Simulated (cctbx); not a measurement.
# SnTe7I6 with cctbx, script by script

Library: cctbx 2025.11. The data are simulated by the first script.

## 1. Simulate the data

run.py:

```python
from cctbx import adptbx, crystal, miller, sgtbx, xray
from cctbx.array_family import flex
from iotbx.shelx import hklf
from scitbx import matrix
import scitbx.random

cs = crystal.symmetry(unit_cell=(10.487, 10.491, 11.96, 101.35, 103.8, 110.54), space_group_symbol='Hall: -P 1')  # P-1
atoms = [  # label, site, U (iso, or U11 U22 U33 U12 U13 U23 in A^2), occupancy
    ("I1", (0.6727, 0.2513, 0.0951), (0.0142, 0.0262, 0.0244, 0.0124, 0.0068, 0.0046), 1),
    ("I2", (0.7156, 0.981, 0.3108), (0.0176, 0.0157, 0.0167, 0.0072, 0.0068, 0.0044), 1),
    ("I3", (0.4127, 0.5218, 0.1557), (0.0130, 0.0263, 0.0170, 0.0086, 0.0043, 0.0095), 1),
    ("I4", (0.1199, 0.5831, 0.3323), (0.0331, 0.0325, 0.0311, 0.0136, 0.0109, 0.0125), 1),
    ("I5", (0.1827, 0.3303, 0.5465), (0.0241, 0.0321, 0.0215, 0.0153, 0.0048, 0.0030), 1),
    ("I6", (0.4736, 0.232, 0.3809), (0.0169, 0.0189, 0.0111, 0.0027, 0.0074, 0.0026), 1),
    ("Te1", (0.901, 0.2478, 0.2869), (0.0245, 0.0344, 0.0245, 0.0109, 0.0149, 0.0104), 1),
    ("Te2", (0.2828, 0.3762, 0.327), (0.0302, 0.0526, 0.0304, 0.0124, 0.0099, 0.0075), 1),
    ("Te3", (0.8029, 0.9298, 0.9801), (0.0152, 0.0148, 0.0120, 0.0062, 0.0047, 0.0037), 1),
    ("Te4", (0.979, 0.6745, 0.9759), (0.0176, 0.0214, 0.0209, 0.0106, 0.0101, 0.0096), 1),
    ("Te5", (0.2463, 0.8803, 0.1696), (0.0130, 0.0130, 0.0178, 0.0035, 0.0035, 0.0036), 1),
    ("Te6", (0.818, 0.7315, 0.1329), (0.0278, 0.0220, 0.0242, 0.0133, 0.0123, 0.0079), 1),
    ("Te7", (0.0694, 0.9872, 0.2963), (0.0230, 0.0278, 0.0291, 0.0170, 0.0120, 0.0060), 1),
    ("Sn1", (0.0539, 0.1592, 0.1625), (0.0320, 0.0196, 0.0182, 0.0077, 0.0036, 0.0037), 1),
]
xs = xray.structure(crystal_symmetry=cs)
for label, site, u, occ in atoms:
    u = adptbx.u_cif_as_u_star(cs.unit_cell(), u) if isinstance(u, tuple) else u
    xs.add_scatterer(xray.scatterer(label, site=site, u=u, occupancy=occ))
xs.set_inelastic_form_factors(1.54184, "sasaki")
xs.show_summary()
p1 = xs.expand_to_p1()
ms = miller.build_set(p1, anomalous_flag=True, d_min=0.83)
flex.set_random_seed(986194)
scitbx.random.set_random_seed(986194)
ms = ms.select(flex.random_double(ms.size()) < 0.5)
i = ms.structure_factors_from_scatterers(p1, algorithm="direct").f_calc().as_intensity_array().data()
i = i / flex.sqrt(1 + 0.3 * i / flex.max(i))  # extinction
i = i * 70000 / flex.max(i)
sig = flex.sqrt(i + flex.pow2(0.04 * i) + 4 ** 2)
noise = scitbx.random.variate(scitbx.random.normal_distribution())(i.size())
data = ms.array(data=i + sig * noise, sigmas=sig).set_observation_type_xray_intensity()
with open("data.hkl", "w") as f:
    data.export_as_shelx_hklf(f)
print("reflections written:", data.size(), " <I/sigma> = %.1f" % flex.mean(data.data() / data.sigmas()))
for h, a, b in list(data.sort("data"))[:12]:
    print("%4d%4d%4d %9.1f %7.1f" % (h + (a, b)))
```

```console
$ python run.py
```

```text
Number of scatterers: 14
At special positions: 0
Unit cell: (10.487, 10.491, 11.96, 101.35, 103.8, 110.54)
Space group: P -1 (No. 2)
reflections written: 4155  <I/sigma> = 16.4
  -2  -1  -1   70208.7  2812.5
   1  -4   4   48221.3  1852.9
  -2   3   4   42718.2  1553.6
  -3   2  -4   41975.2  1732.1
   1   1   2   41306.1  1693.5
  -5   0   2   38931.5  1534.6
  -1   3   4   38673.8  1462.1
   6   0  -2   38248.8  1505.4
   1   2   1   38133.3  1500.9
  -2   2  -5   34753.4  1319.5
   5  -5  -7   30505.1  1253.2
   4   3  -4   28791.1  1154.3
```

It took 0.33 s on 1 thread of Arm Neoverse V1 (shared host), peak memory 0.07 GiB.

## 2. Refinement (right model, isotropic)

run.py:

```python
import math
from cctbx import adptbx, crystal, maptbx, sgtbx, xray
from cctbx.array_family import flex
from cctbx.xray import observations
from iotbx.shelx import hklf
from scitbx.lstbx import normal_eqns_solving
from smtbx import absolute_structure, utils
from smtbx.refinement import constraints, least_squares

cs = crystal.symmetry(unit_cell=(10.487, 10.491, 11.96, 101.35, 103.8, 110.54), space_group_symbol='Hall: -P 1')  # P-1
atoms = [  # label, site, U (iso, or U11 U22 U33 U12 U13 U23 in A^2), occupancy
    ("I1", (0.6696, 0.2524, 0.0927), 0.0200, 1),
    ("I2", (0.7112, 0.9785, 0.3125), 0.0200, 1),
    ("I3", (0.4102, 0.5226, 0.1546), 0.0200, 1),
    ("I4", (0.1175, 0.581, 0.3298), 0.0200, 1),
    ("I5", (0.1801, 0.3303, 0.5487), 0.0200, 1),
    ("I6", (0.4649, 0.2309, 0.3824), 0.0200, 1),
    ("Te1", (0.8948, 0.2432, 0.2855), 0.0200, 1),
    ("Te2", (0.2848, 0.3803, 0.3268), 0.0200, 1),
    ("Te3", (0.8027, 0.9255, 0.985), 0.0200, 1),
    ("Te4", (0.9884, 0.6762, 0.984), 0.0200, 1),
    ("Te5", (0.2496, 0.8817, 0.1758), 0.0200, 1),
    ("Te6", (0.8174, 0.7358, 0.135), 0.0200, 1),
    ("Te7", (0.0712, 0.9846, 0.303), 0.0200, 1),
    ("Sn1", (0.057, 0.1607, 0.1579), 0.0200, 1),
]
xs = xray.structure(crystal_symmetry=cs)
for label, site, u, occ in atoms:
    u = adptbx.u_cif_as_u_star(cs.unit_cell(), u) if isinstance(u, tuple) else u
    xs.add_scatterer(xray.scatterer(label, site=site, u=u, occupancy=occ))
xs.set_inelastic_form_factors(1.54184, "sasaki")
raw = hklf.reader(file_name="data.hkl").as_miller_arrays(crystal_symmetry=cs, anomalous=True)[0]
merged = raw.eliminate_sys_absent().merge_equivalents()
fo2 = merged.array().set_observation_type_xray_intensity()
print("Rint %.3f, %d unique reflections to %.2f A" % (merged.r_int(), fo2.size(), fo2.d_min()))
for sc in xs.scatterers():
    sc.flags.set_grad_site(True)
    sc.flags.set_grad_u_aniso(sc.flags.use_u_aniso())
    sc.flags.set_grad_u_iso(sc.flags.use_u_iso())
obs = fo2.as_xray_observations()
extra = {}
rep = constraints.reparametrisation(xs, [], utils.connectivity_table(xs), **extra)
ls = least_squares.crystallographic_ls(obs, rep, weighting_scheme=least_squares.mainstream_shelx_weighting(a=0, b=0))
print("cycle     R1     wR2    GooF  max shift (A)")
for cycle in range(8):
    ls.build_up()
    r1, wr2, goof = ls.r1_factor(cutoff_factor=2)[0], ls.wR2(), ls.goof()
    old = xs.sites_cart()
    normal_eqns_solving.levenberg_marquardt_iterations(ls, n_max_iterations=3, tau=1e-06, step_threshold=1e-7)
    big = flex.max((xs.sites_cart() - old).norms())
    print("%4d %7.4f %7.4f %7.3f %9.5f" % (cycle + 1, r1, wr2, goof, big))
    ls.build_up(objective_only=True)
    if abs(ls.wR2() - wr2) < 5e-5 and big < 5e-4:
        break
ls.build_up()
print("final R1 %.4f wR2 %.4f GooF %.3f  parameters %d  data/parameter %.1f" % (ls.r1_factor(cutoff_factor=2)[0], ls.wR2(), ls.goof(), ls.n_parameters, fo2.size() / ls.n_parameters))
cov = ls.covariance_matrix_and_annotations()
su = dict(zip(cov.annotations, (math.sqrt(max(v, 0)) for v in cov.matrix.matrix_packed_u_diagonal())))
a2 = cs.unit_cell().reciprocal_parameters()[0] ** -2
print("atom        x        y        z      Ueq    occ   su(xyz)  su(Uiso or U11)")
for sc in xs.scatterers():
    s = max(su.get(sc.label + k, 0) for k in (".x", ".y", ".z"))
    npd = "" if sc.is_positive_definite_u(cs.unit_cell()) else "  NPD"
    print("%-5s %8.5f %8.5f %8.5f %8.4f %6.3f %8.5f %7.4f%s" % ((sc.label,) + sc.site + (sc.u_iso_or_equiv(cs.unit_cell()), sc.occupancy, s, su.get(sc.label + ".uiso", su.get(sc.label + ".u11", 0) * a2), npd)))
fo = fo2.f_sq_as_f()
fc = fo.structure_factors_from_scatterers(xs, algorithm="direct").f_calc()
diff = fo.f_obs_minus_f_calc(1 / math.sqrt(ls.scale_factor()), fc).average_bijvoet_mates()
m = diff.fft_map(symmetry_flags=maptbx.use_space_group_symmetry, resolution_factor=0.25).apply_volume_scaling()
print("difference map: max %.2f min %.2f rms %.2f" % (m.statistics().max(), m.statistics().min(), m.statistics().sigma()))
peaks = m.peak_search(parameters=maptbx.peak_search_parameters(min_distance_sym_equiv=0.6, max_clusters=6)).all()
near = xs.closest_distances(peaks.sites(), distance_cutoff=4)
sps = cs.special_position_settings(min_distance_sym_equiv=0.5)
for k, (x, h) in enumerate(zip(peaks.sites(), peaks.heights())):
    ss = sps.site_symmetry(x)
    print("Q%-3d %7.4f %7.4f %7.4f %4d %7.2f  %.2f A from %s" % ((k + 1,) + tuple(t % 1 for t in ss.exact_site()) + (ss.multiplicity(), h, near.smallest_distances[k], xs.scatterers()[near.i_seqs[k]].label)))
```

```console
$ python run.py
```

```text
Rint 0.026, 3103 unique reflections to 0.83 A
cycle     R1     wR2    GooF  max shift (A)
   1  0.3887  0.7499  15.052   0.11062
   2  0.0669  0.2163   4.341   0.00100
   3  0.0669  0.2162   4.340   0.00000
final R1 0.0669 wR2 0.2162 GooF 4.340  parameters 56  data/parameter 55.4
atom        x        y        z      Ueq    occ   su(xyz)  su(Uiso or U11)
I1     0.67284  0.25141  0.09529   0.0217  1.000  0.00016  0.0004
I2     0.71552  0.98106  0.31078   0.0177  1.000  0.00014  0.0004
I3     0.41268  0.52190  0.15577   0.0194  1.000  0.00015  0.0004
I4     0.12020  0.58354  0.33252   0.0336  1.000  0.00019  0.0004
I5     0.18282  0.32999  0.54618   0.0269  1.000  0.00017  0.0004
I6     0.47373  0.23243  0.38104   0.0185  1.000  0.00015  0.0004
Te1    0.90046  0.24770  0.28690   0.0279  1.000  0.00018  0.0004
Te2    0.28328  0.37644  0.32676   0.0417  1.000  0.00022  0.0005
Te3    0.80253  0.92987  0.98017   0.0160  1.000  0.00015  0.0004
Te4    0.97906  0.67427  0.97611   0.0189  1.000  0.00015  0.0004
Te5    0.24615  0.88035  0.16974   0.0169  1.000  0.00015  0.0004
Te6    0.81786  0.73186  0.13291   0.0236  1.000  0.00016  0.0004
Te7    0.06960  0.98724  0.29648   0.0249  1.000  0.00017  0.0004
Sn1    0.05393  0.15916  0.16252   0.0261  1.000  0.00017  0.0004
difference map: max 6.07 min -5.99 rms 0.56
Q1    0.2785  0.4218  0.3239    2    6.41  0.50 A from Te2
Q2    0.2826  0.3286  0.3337    2    6.18  0.52 A from Te2
Q3    0.4917  0.2042  0.3882    2    5.84  0.41 A from I6
Q4    0.2069  0.3740  0.5381    2    5.01  0.48 A from I5
Q5    0.3088  0.7109  0.9180    2    4.83  0.45 A from I1
Q6    0.0023  0.1587  0.1700    2    4.82  0.57 A from Sn1
```

Time: 0.62 s.

Figures of merit this high mean that the model is still wrong or incomplete.

## 3. Refinement (right model, anisotropic)

run.py, as its changes from the last script of this kind:

```diff
@@ -12,14 +12,14 @@
-    ("I1", (0.6696, 0.2524, 0.0927), 0.0200, 1),
-    ("I2", (0.7112, 0.9785, 0.3125), 0.0200, 1),
-    ("I3", (0.4102, 0.5226, 0.1546), 0.0200, 1),
-    ("I4", (0.1175, 0.581, 0.3298), 0.0200, 1),
-    ("I5", (0.1801, 0.3303, 0.5487), 0.0200, 1),
-    ("I6", (0.4649, 0.2309, 0.3824), 0.0200, 1),
-    ("Te1", (0.8948, 0.2432, 0.2855), 0.0200, 1),
-    ("Te2", (0.2848, 0.3803, 0.3268), 0.0200, 1),
-    ("Te3", (0.8027, 0.9255, 0.985), 0.0200, 1),
-    ("Te4", (0.9884, 0.6762, 0.984), 0.0200, 1),
-    ("Te5", (0.2496, 0.8817, 0.1758), 0.0200, 1),
-    ("Te6", (0.8174, 0.7358, 0.135), 0.0200, 1),
-    ("Te7", (0.0712, 0.9846, 0.303), 0.0200, 1),
-    ("Sn1", (0.057, 0.1607, 0.1579), 0.0200, 1),
+    ("I1", (0.67284, 0.25141, 0.09529), 0.0217, 1),
+    ("I2", (0.71552, 0.98106, 0.31078), 0.0177, 1),
+    ("I3", (0.41268, 0.5219, 0.15577), 0.0194, 1),
+    ("I4", (0.1202, 0.58354, 0.33252), 0.0336, 1),
+    ("I5", (0.18282, 0.32999, 0.54618), 0.0269, 1),
+    ("I6", (0.47373, 0.23243, 0.38104), 0.0185, 1),
+    ("Te1", (0.90046, 0.2477, 0.2869), 0.0279, 1),
+    ("Te2", (0.28328, 0.37644, 0.32676), 0.0417, 1),
+    ("Te3", (0.80253, 0.92987, 0.98017), 0.0160, 1),
+    ("Te4", (0.97906, 0.67427, 0.97611), 0.0189, 1),
+    ("Te5", (0.24615, 0.88035, 0.16974), 0.0169, 1),
+    ("Te6", (0.81786, 0.73186, 0.13291), 0.0236, 1),
+    ("Te7", (0.0696, 0.98724, 0.29648), 0.0249, 1),
+    ("Sn1", (0.05393, 0.15916, 0.16252), 0.0261, 1),
@@ -31,0 +32 @@
+xs.convert_to_anisotropic()
```

```console
$ python run.py
```

```text
Rint 0.026, 3103 unique reflections to 0.83 A
cycle     R1     wR2    GooF  max shift (A)
   1  0.0669  0.2162   4.390   0.00579
   2  0.0188  0.0488   0.990   0.00000
final R1 0.0188 wR2 0.0488 GooF 0.990  parameters 126  data/parameter 24.6
atom        x        y        z      Ueq    occ   su(xyz)  su(Uiso or U11)
I1     0.67273  0.25131  0.09510   0.0206  1.000  0.00004  0.0002
I2     0.71552  0.98097  0.31079   0.0162  1.000  0.00003  0.0002
I3     0.41266  0.52177  0.15565   0.0181  1.000  0.00004  0.0002
I4     0.11995  0.58314  0.33236   0.0315  1.000  0.00004  0.0002
I5     0.18260  0.33024  0.54643   0.0259  1.000  0.00004  0.0002
I6     0.47363  0.23199  0.38091   0.0166  1.000  0.00003  0.0002
Te1    0.90104  0.24783  0.28695   0.0265  1.000  0.00004  0.0002
Te2    0.28290  0.37620  0.32702   0.0398  1.000  0.00005  0.0002
Te3    0.80289  0.92982  0.98010   0.0138  1.000  0.00003  0.0002
Te4    0.97899  0.67453  0.97592   0.0179  1.000  0.00004  0.0002
Te5    0.24627  0.88030  0.16962   0.0154  1.000  0.00003  0.0002
Te6    0.81801  0.73154  0.13298   0.0227  1.000  0.00004  0.0002
Te7    0.06939  0.98725  0.29634   0.0243  1.000  0.00004  0.0002
Sn1    0.05390  0.15925  0.16253   0.0252  1.000  0.00004  0.0002
difference map: max 0.85 min -0.96 rms 0.19
Q1    0.1990  0.5138  0.0337    2    0.86  2.15 A from Te4
Q2    0.0587  0.4672  0.4208    2    0.70  1.81 A from I4
Q3    0.2624  0.0179  0.4531    2    0.68  2.28 A from Te7
Q4    0.0783  0.9683  0.8680    2    0.66  1.45 A from Sn1
Q5    0.3914  0.3296  0.6145    2    0.66  2.15 A from I5
Q6    0.3876  0.7786  0.0910    2    0.64  2.09 A from I1
```

Time: 0.57 s.

## 4. Refinement

run.py, as its changes from the last script of this kind:

```diff
@@ -31 +31 @@
-xs.set_inelastic_form_factors(1.54184, "sasaki")
+xs.set_inelastic_form_factors(0.71073, "sasaki")
@@ -46 +46 @@
-for cycle in range(8):
+for cycle in range(12):
```

```console
$ python run.py
```

```text
Rint 0.026, 3103 unique reflections to 0.83 A
cycle     R1     wR2    GooF  max shift (A)
   1  0.0687  0.2170   4.407   0.00580
   2  0.0188  0.0490   0.994   0.00000
final R1 0.0188 wR2 0.0490 GooF 0.994  parameters 126  data/parameter 24.6
atom        x        y        z      Ueq    occ   su(xyz)  su(Uiso or U11)
I1     0.67273  0.25130  0.09510   0.0197  1.000  0.00004  0.0002
I2     0.71552  0.98097  0.31079   0.0153  1.000  0.00003  0.0002
I3     0.41266  0.52177  0.15565   0.0172  1.000  0.00004  0.0002
I4     0.11995  0.58314  0.33236   0.0306  1.000  0.00004  0.0002
I5     0.18260  0.33024  0.54643   0.0250  1.000  0.00004  0.0002
I6     0.47362  0.23199  0.38091   0.0157  1.000  0.00003  0.0002
Te1    0.90104  0.24784  0.28694   0.0253  1.000  0.00004  0.0002
Te2    0.28290  0.37620  0.32702   0.0387  1.000  0.00005  0.0002
Te3    0.80289  0.92982  0.98010   0.0127  1.000  0.00003  0.0002
Te4    0.97898  0.67454  0.97592   0.0167  1.000  0.00004  0.0002
Te5    0.24627  0.88030  0.16962   0.0143  1.000  0.00003  0.0002
Te6    0.81801  0.73154  0.13298   0.0216  1.000  0.00004  0.0002
Te7    0.06939  0.98726  0.29634   0.0231  1.000  0.00004  0.0002
Sn1    0.05391  0.15925  0.16253   0.0236  1.000  0.00004  0.0002
difference map: max 0.83 min -0.89 rms 0.19
Q1    0.1990  0.5135  0.0336    2    0.85  2.15 A from Te4
Q2    0.0580  0.4666  0.4213    2    0.69  1.83 A from I4
Q3    0.2622  0.0182  0.4528    2    0.68  2.28 A from Te7
Q4    0.0799  0.9704  0.8709    2    0.65  1.47 A from Sn1
Q5    0.3912  0.3296  0.6141    2    0.64  2.15 A from I5
Q6    0.4769  0.8232  0.3471    2    0.63  2.66 A from I2
```

Time: 0.57 s.

This run holds a fault made on purpose: dispersion terms of the wrong wavelength.

## 5. Refinement

run.py, as its changes from the last script of this kind:

```diff
@@ -22,3 +22,3 @@
-    ("Te5", (0.24615, 0.88035, 0.16974), 0.0169, 1),
-    ("Te6", (0.81786, 0.73186, 0.13291), 0.0236, 1),
-    ("Te7", (0.0696, 0.98724, 0.29648), 0.0249, 1),
+    ("Nd1", (0.24615, 0.88035, 0.16974), 0.0169, 1),
+    ("Te5", (0.81786, 0.73186, 0.13291), 0.0236, 1),
+    ("Te6", (0.0696, 0.98724, 0.29648), 0.0249, 1),
@@ -31 +31 @@
-xs.set_inelastic_form_factors(0.71073, "sasaki")
+xs.set_inelastic_form_factors(1.54184, "sasaki")
```

```console
$ python run.py
```

```text
Rint 0.026, 3103 unique reflections to 0.83 A
cycle     R1     wR2    GooF  max shift (A)
   1  0.0739  0.2400   4.874   0.00611
   2  0.0228  0.0672   1.364   0.00000
final R1 0.0228 wR2 0.0672 GooF 1.364  parameters 126  data/parameter 24.6
atom        x        y        z      Ueq    occ   su(xyz)  su(Uiso or U11)
I1     0.67272  0.25134  0.09515   0.0199  1.000  0.00005  0.0002
I2     0.71554  0.98097  0.31079   0.0156  1.000  0.00005  0.0002
I3     0.41265  0.52177  0.15563   0.0173  1.000  0.00005  0.0002
I4     0.12000  0.58315  0.33241   0.0309  1.000  0.00006  0.0003
I5     0.18264  0.33027  0.54640   0.0252  1.000  0.00006  0.0003
I6     0.47360  0.23200  0.38094   0.0159  1.000  0.00005  0.0002
Te1    0.90098  0.24779  0.28694   0.0257  1.000  0.00006  0.0003
Te2    0.28290  0.37621  0.32705   0.0391  1.000  0.00008  0.0003
Te3    0.80285  0.92980  0.98010   0.0131  1.000  0.00005  0.0002
Te4    0.97898  0.67450  0.97592   0.0171  1.000  0.00005  0.0002
Nd1    0.24625  0.88030  0.16960   0.0206  1.000  0.00005  0.0002
Te5    0.81804  0.73154  0.13294   0.0220  1.000  0.00005  0.0003
Te6    0.06948  0.98724  0.29637   0.0235  1.000  0.00005  0.0003
Sn1    0.05390  0.15920  0.16255   0.0244  1.000  0.00006  0.0003
difference map: max 0.79 min -2.44 rms 0.22
Q1    0.1984  0.5133  0.0309    2    0.81  2.15 A from Te4
Q2    0.2664  0.0150  0.4578    2    0.74  2.35 A from Te6
Q3    0.1209  0.8948  0.6399    2    0.73  1.62 A from I2
Q4    0.3151  0.9904  0.2334    2    0.73  1.11 A from Nd1
Q5    0.0338  0.1080  0.9474    2    0.69  1.94 A from Te3
Q6    0.0570  0.4603  0.4263    2    0.69  1.92 A from I4
```

Time: 0.48 s.

This run holds a fault made on purpose: wrong element: Nd1 is Te.

[Logs are printed without paths, hosts, clocks, repeated set-up lines and the standing remarks that a program may print on its own settings, such as how far it seeks lower states.]
